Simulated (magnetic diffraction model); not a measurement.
## Which magnetic order? Be₂Fe₆P

Space group I4/mmm (no. 139), a = 5.7190 Å, c = 6.2250 Å.

| site | atom | x | y | z |
| --- | --- | --- | --- | --- |
| 4d | Fe | 0 | 1/2 | 1/4 |
| 8h | Fe | 0.2567 | 0.2567 | 1/2 |
| 2a | P | 0 | 0 | 0 |
| 4e | Be | 0 | 0 | 0.7044 |

This is a made-up structure (elements placed in a structure type, unrelaxed), so the numbers test the method and describe no known phase.

Only Fe is taken to order (form factors of Fe2+); orders and moment sizes are assumed, and not adapted to the symmetry. Radiation: neutrons of λ = 2.0775 Å, 3° to 90°; isotropic B of 0.52 Å² (Fe), 0.7 Å² (P) and 0.77 Å² (Be). The intensities are simulated: I ∝ L Σ (|F_N|² + |F_M⊥|²) for unpolarised neutrons, with F_M = 2.695 fm/μB × Σ f(s) S exp(2πi Q·r) exp(−B s²) at Q = H ± k (one set where k and −k are equivalent), only the part normal to Q counting and L = 1/(sin²θ cos θ). For a modulated order the moment at position r is S exp(−2πi k·r) + c.c., with S = m/2 for a sine wave of amplitude m and S = m(u + iv)/2 for moments turning in a plane, u and v being orthogonal unit vectors in it; the phase factor of the sum at Q = H + k is then exp(2πi H·r). Form factors are spin-only for 3d ions and dipole or tabulated for f ions, scattering lengths are Sears's of 1992, and absorption is left out. A label names one of the reflections at its angle. The strongest nuclear line in the range is 100, and lines under 0.2 are left out.

Above the ordering temperature:

| 2θ (°) | index | I |
| --- | --- | --- |
| 28.56 | (1 0 1) | 0.5 |
| 38.99 | (0 0 2) | 1.5 |
| 49.81 | (1 1 2) | 4.0 |
| 59.12 | (2 0 2) | 100.0 |
| 61.83 | (2 2 0) | 66.2 |
| 64.35 | (1 0 3) | 7.0 |
| 69.48 | (3 0 1) | 0.3 |
| 75.56 | (2 2 2) | 2.0 |
| 80.28 | (2 1 3) | 6.9 |
| 83.25 | (3 1 2) | 3.5 |
| 83.74 | (0 0 4) | 16.9 |
| 85.03 | (3 2 1) | 0.9 |

Below it (cell unchanged):

```csv
2θ (°),I
23.80,3.2
28.56,0.5
29.43,16.5
34.21,1.0
38.99,1.5
45.97,4.0
49.38,0.6
49.81,4.0
55.73,0.4
58.73,1.8
59.12,100.0
61.83,66.2
62.00,0.2
64.35,7.0
64.82,2.1
69.48,0.3
69.93,0.9
75.55,1.1
75.56,2.0
80.28,6.9
80.37,0.5
83.25,3.5
83.74,16.9
85.03,0.9
85.78,0.6
```

**Question.** Check that the new lines index with k = (1/3 0 0), then choose among these models:
A. a sine wave with moments along [001] (amplitudes given), 2.24 μB on Fe; signs + at (0, 1/2, 1/4), + at (0.2567, 0.2567, 1/2), + at (0.7433, 0.2567, 1/2), − at (0.2567, 0.7433, 1/2), − at (0.2433, 0.2433, 0), − at (1/2, 0, 1/4)
B. moments turning in the plane of [001] and [100], 2.24 μB on Fe; signs + at (0, 1/2, 1/4), + at (0.2567, 0.2567, 1/2), + at (0.7433, 0.2567, 1/2), − at (0.2567, 0.7433, 1/2), − at (0.2433, 0.2433, 0), − at (1/2, 0, 1/4)
C. moments turning in the plane of [010] and [001], 2.24 μB on Fe; signs + at (0, 1/2, 1/4), + at (0.2567, 0.2567, 1/2), + at (0.7433, 0.2567, 1/2), − at (0.2567, 0.7433, 1/2), − at (0.2433, 0.2433, 0), − at (1/2, 0, 1/4)
D. moments turning in the plane of [100] and [010], 2.24 μB on Fe; signs + at (0, 1/2, 1/4), + at (0.2567, 0.2567, 1/2), + at (0.7433, 0.2567, 1/2), − at (0.2567, 0.7433, 1/2), − at (0.2433, 0.2433, 0), − at (1/2, 0, 1/4)

The new lines index as (2/3 0 1) at 23.80°, (1/3 1 1) at 29.43°, (4/3 0 1) at 34.21° and (5/3 1 1) at 45.97°, that is as H ± k with k = (1/3 0 0), one of 2 inequivalent arms of its star (k and −k counted as one), which a powder can't tell apart. Satellites come in pairs about each point of the reciprocal lattice.

Magnetic intensity, observed (below minus above) and for each model:

| 2θ (°) | index | observed | A | B | C | D |
| --- | --- | --- | --- | --- | --- | --- |
| 23.80 | (2/3 0 1) | 3.2 | 0.7 | 1.9 | 2.6 | 3.2 |
| 29.43 | (1/3 1 1) | 16.5 | 6.6 | 17.4 | 12.2 | 16.5 |
| 34.21 | (4/3 0 1) | 1.0 | 0.5 | 0.8 | 1.3 | 1.0 |
| 45.97 | (5/3 1 1) | 4.0 | 2.8 | 4.2 | 5.5 | 4.0 |
| 58.73 | (7/3 1 1) | 1.8 | 1.4 | 1.8 | 2.7 | 1.8 |
| 64.82 | (1/3 1 3) | 2.1 | <0.2 | 1.2 | 1.1 | 2.1 |
| 69.93 | (1/3 3 1) | 0.9 | 0.8 | 1.6 | 0.9 | 0.9 |
| 75.55 | (5/3 1 3) | 1.1 | 0.2 | 0.7 | 0.8 | 1.1 |

Model D matches.

The structure used: k = (1/3 0 0), moments turning in the plane of [100] and [010], 2.24 μB on Fe; signs + at (0, 1/2, 1/4), + at (0.2567, 0.2567, 1/2), + at (0.7433, 0.2567, 1/2), − at (0.2567, 0.7433, 1/2), − at (0.2433, 0.2433, 0), − at (1/2, 0, 1/4).

[Logs are printed without paths, hosts, clocks, repeated set-up lines and the standing remarks that a program may print on its own settings, such as how far it seeks lower states.]
